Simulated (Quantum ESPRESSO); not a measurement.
# YCrO4: parallel and opposed starts, part 2 of 2

Does YCrO4 prefer parallel or opposed moments?

Quantum ESPRESSO 7.5; PBEsol; plane waves with GBRV 1.5 PBEsol potentials, no spin-orbit coupling.

So far, absolute magnetization (μB): step 2 (run 1 (ferro ++)) 2.17.

### 3. Start 2: antiferro +−

File pw.in:

```
&CONTROL
  calculation = 'scf'
  prefix = 'pwscf'
  outdir = './tmp'
  pseudo_dir = './pseudo'
  disk_io = 'nowf'
/
&SYSTEM
  ibrav = 0
  nat = 12
  ntyp = 4
  ecutwfc = 40
  ecutrho = 280
  nbnd = 64
  occupations = 'smearing'
  smearing = 'fd'
  degauss = 0.00367493
  nspin = 2
  starting_magnetization(1) = 0
  starting_magnetization(2) = 0.2143
  starting_magnetization(3) = -0.2143
  starting_magnetization(4) = 0
/
&ELECTRONS
  conv_thr = 2.4d-08
  electron_maxstep = 150
  mixing_beta = 0.3
/
ATOMIC_SPECIES
Y      88.9058 y_pbesol_v1.4.uspp.F.UPF
Cr1    51.9961 cr_pbesol_v1.5.uspp.F.UPF
Cr2    51.9961 cr_pbesol_v1.5.uspp.F.UPF
O      15.9990 o_pbesol_v1.2.uspp.F.UPF
CELL_PARAMETERS angstrom
  -3.5560000000    3.5560000000    3.1255000000
   3.5560000000   -3.5560000000    3.1255000000
   3.5560000000    3.5560000000   -3.1255000000
ATOMIC_POSITIONS crystal
Y       0.0000000000    0.0000000000    0.0000000000
Y       0.7500000000    0.2500000000    0.5000000000
Cr1     0.5000000000    0.5000000000    0.0000000000
Cr2     0.2500000000    0.7500000000    0.5000000000
O       0.5140000000    0.3320000000    0.1820000000
O       0.0820000000    0.4000000000    0.3180000000
O       0.1500000000    0.3320000000    0.8180000000
O       0.0820000000    0.7640000000    0.6820000000
O       0.2360000000    0.9180000000    0.3180000000
O       0.6680000000    0.4860000000    0.8180000000
O       0.6000000000    0.9180000000    0.6820000000
O       0.6680000000    0.8500000000    0.1820000000
K_POINTS automatic
4 4 4 0 0 0
```

Started as:

```
> OMP_NUM_THREADS=1 mpirun -n 4 pw.x -nk 4 -in pw.in > pw.out
```

What it wrote:

```text
[banner, memory and clock lines left out]
Program PWSCF v.7.5 starts

     Message from routine setup:
     using ibrav=0 with symmetry is DISCOURAGED, use correct ibrav instead

     bravais-lattice index     =            0
     lattice parameter (alat)  =      11.1892  a.u.
     unit-cell volume          =    1066.8408 (a.u.)^3
     number of atoms/cell      =           12
     number of atomic types    =            4
     number of electrons       =        98.00
     number of Kohn-Sham states=           64
     kinetic-energy cutoff     =      40.0000  Ry
     charge density cutoff     =     280.0000  Ry
     scf convergence threshold =      2.4E-08
     mixing beta               =       0.3000
     number of iterations used =            8  plain     mixing
     Exchange-correlation= SLA  PW   PSX  PSC
                           (   1   4  10   8   0   0   0)

     celldm(1)=  11.189193  celldm(2)=   0.000000  celldm(3)=   0.000000
     celldm(4)=   0.000000  celldm(5)=   0.000000  celldm(6)=   0.000000

     crystal axes: (cart. coord. in units of alat)
               a(1) = (  -0.600568   0.600568   0.527861 )
               a(2) = (   0.600568  -0.600568   0.527861 )
               a(3) = (   0.600568   0.600568  -0.527861 )

     reciprocal axes: (cart. coord. in units 2 pi/alat)
               b(1) = ( -0.000000  0.832546  0.947219 )
               b(2) = (  0.832546 -0.000000  0.947219 )
               b(3) = (  0.832546  0.832546  0.000000 )

     PseudoPot. # 1 for Y  read from file:
     y_pbesol_v1.4.uspp.F.UPF
     Pseudo is Ultrasoft + core correction, Zval = 11.0

     PseudoPot. # 2 for Cr read from file:
     cr_pbesol_v1.5.uspp.F.UPF
     Pseudo is Ultrasoft + core correction, Zval = 14.0

     PseudoPot. # 3 for Cr read from file:
     cr_pbesol_v1.5.uspp.F.UPF
     Pseudo is Ultrasoft + core correction, Zval = 14.0

     PseudoPot. # 4 for O  read from file:
     o_pbesol_v1.2.uspp.F.UPF
     Pseudo is Ultrasoft + core correction, Zval =  6.0

     atomic species   valence    mass     pseudopotential
     Y                11.00    88.90580     Y ( 1.00)
     Cr1              14.00    51.99610     Cr( 1.00)
     Cr2              14.00    51.99610     Cr( 1.00)
     O                 6.00    15.99900     O ( 1.00)

     Starting magnetic structure
     atomic species   magnetization
     Y               0.000
     Cr1             0.214
     Cr2            -0.214
     O               0.000

      8 Sym. Ops. (no inversion) found

   Cartesian axes

     site n.     atom                  positions (alat units)
         1        Y      tau(   1) = (   0.0000000   0.0000000   0.0000000  )
         2        Y      tau(   2) = (   0.0000000   0.6005675   0.2639305  )
         3        Cr1    tau(   3) = (   0.0000000   0.0000000   0.5278610  )
         4        Cr2    tau(   4) = (   0.6005675   0.0000000   0.2639305  )
         5        O      tau(   5) = (  -0.0000000   0.2186066   0.3504997  )
         6        O      tau(   6) = (   0.3819610   0.0000000   0.0865692  )
         7        O      tau(   7) = (   0.6005675   0.3819610  -0.1773613  )
         8        O      tau(   8) = (   0.8191741  -0.0000000   0.0865692  )
         9        O      tau(   9) = (   0.6005675  -0.2186066   0.4412918  )
        10        O      tau(  10) = (   0.3819610   0.6005675   0.1773613  )
        11        O      tau(  11) = (   0.6005675   0.2186066   0.4412918  )
        12        O      tau(  12) = (   0.2186066  -0.0000000   0.7052223  )

     number of k points=    13  Fermi-Dirac smearing, width (Ry)=  0.0037
                       cart. coord. in units 2pi/alat
        k(    1) = (   0.0000000   0.0000000   0.0000000), wk =   0.0156250
        k(    2) = (   0.2081365   0.2081365   0.0000000), wk =   0.0625000
        k(    3) = (  -0.4162729  -0.4162729   0.0000000), wk =   0.0312500
        k(    4) = (   0.2081365  -0.0000000   0.2368048), wk =   0.1250000
        k(    5) = (   0.4162729   0.2081365   0.2368048), wk =   0.2500000
        [... 8 further k-points ...]

     Dense  grid:    84471 G-vectors     FFT dimensions: (  60,  60,  60)

     Smooth grid:    36447 G-vectors     FFT dimensions: (  45,  45,  45)

     Check: negative core charge=   -0.000004
     Generating pointlists ...
     new r_m :   0.1616 (alat units)  1.8077 (a.u.) for type    1
     new r_m :   0.1161 (alat units)  1.2993 (a.u.) for type    2
     new r_m :   0.1161 (alat units)  1.2993 (a.u.) for type    3
     new r_m :   0.1161 (alat units)  1.2993 (a.u.) for type    4

     Initial potential from superposition of free atoms

     starting charge      95.9917, renormalised to      98.0000

     negative rho (up, down):  1.438E-03 1.438E-03
     Starting wfcs are   78 randomized atomic wfcs

     Self-consistent Calculation

     iteration #  1     ecut=    40.00 Ry     beta= 0.30
     Davidson diagonalization with overlap
     ethr =  1.00E-02,  avg # of iterations =  2.0

     negative rho (up, down):  1.755E-03 1.757E-03

     total energy              =    -794.24905317 Ry
     estimated scf accuracy    <       3.50591073 Ry

     total magnetization       =     0.01 Bohr mag/cell
     absolute magnetization    =     2.66 Bohr mag/cell

     iteration #  2     ecut=    40.00 Ry     beta= 0.30
     Davidson diagonalization with overlap
     ethr =  3.58E-03,  avg # of iterations =  2.0

     negative rho (up, down):  1.583E-03 1.581E-03

     total energy              =    -794.50850429 Ry
     estimated scf accuracy    <       3.65496625 Ry

     total magnetization       =    -0.05 Bohr mag/cell
     absolute magnetization    =     2.99 Bohr mag/cell

     [... further iterations left out ...]

     iteration # 16     ecut=    40.00 Ry     beta= 0.30
     Davidson diagonalization with overlap
     ethr =  2.14E-10,  avg # of iterations =  3.3

     negative rho (up, down):  1.783E-03 1.783E-03

     total energy              =    -795.08885391 Ry
     estimated scf accuracy    <       0.00000008 Ry

     total magnetization       =    -0.00 Bohr mag/cell
     absolute magnetization    =     1.89 Bohr mag/cell

     iteration # 17     ecut=    40.00 Ry     beta= 0.30
     Davidson diagonalization with overlap
     ethr =  8.12E-11,  avg # of iterations =  2.2

     negative rho (up, down):  1.783E-03 1.783E-03

     Magnetic moment per site  (integrated on atomic sphere of radius R)
     atom   1 (R=0.162)  charge=  7.3684  magn= -0.0043
     atom   2 (R=0.162)  charge=  7.3684  magn=  0.0043
     atom   3 (R=0.116)  charge=  9.8314  magn=  0.6169
     atom   4 (R=0.116)  charge=  9.8314  magn= -0.6169
     atom   5 (R=0.116)  charge=  4.6013  magn=  0.0093
     atom   6 (R=0.116)  charge=  4.6013  magn= -0.0093
     atom   7 (R=0.116)  charge=  4.6013  magn=  0.0093
     atom   8 (R=0.116)  charge=  4.6013  magn= -0.0093
     atom   9 (R=0.116)  charge=  4.6013  magn= -0.0093
     atom  10 (R=0.116)  charge=  4.6013  magn=  0.0093
     atom  11 (R=0.116)  charge=  4.6013  magn= -0.0093
     atom  12 (R=0.116)  charge=  4.6013  magn=  0.0093

     End of self-consistent calculation

     [... lines left out ...]
     the Fermi energy is     9.0818 ev

!    total energy              =    -795.08885398 Ry
     estimated scf accuracy    <       0.00000001 Ry
     smearing contrib. (-TS)   =      -0.00635813 Ry
     internal energy E=F+TS    =    -795.08249585 Ry

     The total energy is F=E-TS. E is the sum of the following terms:
     one-electron contribution =    -394.67377285 Ry
     hartree contribution      =     240.20025641 Ry
     xc contribution           =    -156.35112141 Ry
     ewald contribution        =    -484.25785800 Ry

     total magnetization       =    -0.00 Bohr mag/cell
     absolute magnetization    =     1.89 Bohr mag/cell

     convergence has been achieved in  17 iterations
```

Elapsed: 74 s, on 4 MPI ranks of Arm Neoverse V2, shared host; peak memory 0.94 GiB.

Spin moment in the atom's sphere by atom:

| atom | spin moment in the atom's sphere (μB) |
| --- | --- |
| Y1 | -0.004 |
| Y2 | 0.004 |
| Cr3 | 0.617 |
| Cr4 | -0.617 |
| O5 | 0.009 |
| O6 | -0.009 |
| O7 | 0.009 |
| O8 | -0.009 |
| O9 | -0.009 |
| O10 | 0.009 |
| O11 | -0.009 |
| O12 | 0.009 |

Read from the output:

| Item | Value |
| --- | --- |
| smearing term TS | 0.08651 eV |
| magnetization | 0 μB |
| absolute magnetization | 1.886 μB |
| final state | antiferromagnetic |

Spin density in the ac plane of the conventional cell at fractional y = 0.000, with atoms of Y and Cr and O within 0.2 Å of it.

Ten even steps from '0' (-1.3 e/Å³) to '9' (1.3 e/Å³), each cell a mean:
```
44455544445444455544
54555544444444455545
55555445555554455555
55555445555554445555
54554445445455445555
55455555544555555445
75445555544555555456
95545555555555554557
96555555555555555557
95555555444445555556
55555544443444455555
55555544420444455555
54444544420344554445
55444454420445444455
55444445443455444445
55444444544454444445
45555544454544555555
```
Columns run along a (7.1 Å), rows up along c (6.3 Å), edges of the conventional cell, whose origin can differ from the input's. Atoms in or near the plane, at fractional coordinates: Y at (0.00, 0.00), Y at (0.50, 0.75), Cr at (0.00, 0.50), Cr at (0.50, 0.25), O at (0.32, 0.08), O at (0.68, 0.08), O at (0.82, 0.67), O at (0.18, 0.67).

Valence density in the ac plane of the conventional cell at fractional y = 0.000, with atoms of Y and Cr and O within 0.2 Å of it. It is the smooth field of the valence electrons, not physical close to the nuclei.

Values in e/Å³, 9 rows by 16 columns, each cell a mean:
```
 2  2  0  0  0  1  0  0  0  0  1  0  0  0  1  2
 0  0  1  1  0  0  1  2  2  2  0  0  0  1  0  0
 0  1  4  5  2  0  2  2  2  2  1  1  4  5  2  0
 5  2  3  3  1  0  0  1  1  0  0  1  3  4  2  4
11  4  0  0  0  0  0  0  0  0  0  0  0  0  2 11
 2  1  0  0  0  0  0  2  2  1  0  0  0  0  0  1
 0  0  0  0  0  0  2 10 11  4  0  0  0  0  0  0
 1  0  0  1  2  4  2  4  5  2  3  3  1  0  0  1
 2  2  1  1  4  5  2  0  0  1  4  5  2  0  2  2
```
Columns run along a (7.1 Å), rows up along c (6.3 Å), edges of the conventional cell, whose origin can differ from the input's. Atoms in or near the plane, at fractional coordinates: Y at (0.00, 0.00), Y at (0.50, 0.75), Cr at (0.00, 0.50), Cr at (0.50, 0.25), O at (0.32, 0.08), O at (0.68, 0.08), O at (0.82, 0.67), O at (0.18, 0.67).

### 4. Ranking

An order is kept where moments of 0.15 μB or more survive with the typed signs; meshes match where a doubled cell samples the same k points as the first cell.

Orders:

| start | final state | typed order kept | energy over the lowest (meV a seeded atom) | largest site moment (μB) | net moment (μB a cell of the first run) | mesh matched | CPU time (s) |
| --- | --- | --- | --- | --- | --- | --- | --- |
| ferro ++ | ferromagnetic | yes | 0 | 0.6963 | 1.977 | yes | 255.9 |
| antiferro +- | antiferromagnetic | yes | 21.55 | 0.6169 | 0 | yes | 297.1 |

### 5. Summary of results

| Property | Result |
| --- | --- |
| lowest state found | ferromagnetic (from ferro ++) |
| largest site moment | 0.696 μB |
| next state with moments | antiferromagnetic, 21.6 meV a seeded atom higher |

**Reading.** The smearing terms TS of the orders run from 32 to 43 meV a seeded atom, so the differences would change at a smaller width: an order with a larger TS is lowered more by the smearing. Only these 2 starts were compared; other wavevectors, canted and longer-period orders were not. No Hubbard term acts here. In such compounds local and semilocal functionals without one often delocalise the d electrons, and can shrink or lose moments and miss the size, sign and order of the couplings. The smearing term is large for its width, so states at the Fermi level are partly filled: at this level the cell is a metal or has a gap of a few widths at most.

[Logs and program files are shortened in this print: banners, set-up blocks, solver, clock and traceback lines can be left out without a mark of their own.]

[Logs are printed without paths, hosts, clocks, repeated set-up lines and the standing remarks that a program may print on its own settings, such as how far it seeks lower states.]

[Hosts, paths, dates, database ids (printed as entryN), source tags and the programs' standing remarks are cut or masked in the printed files.]

[Where a cell is said to come from a database of computed structures, the database is the Materials Project.]
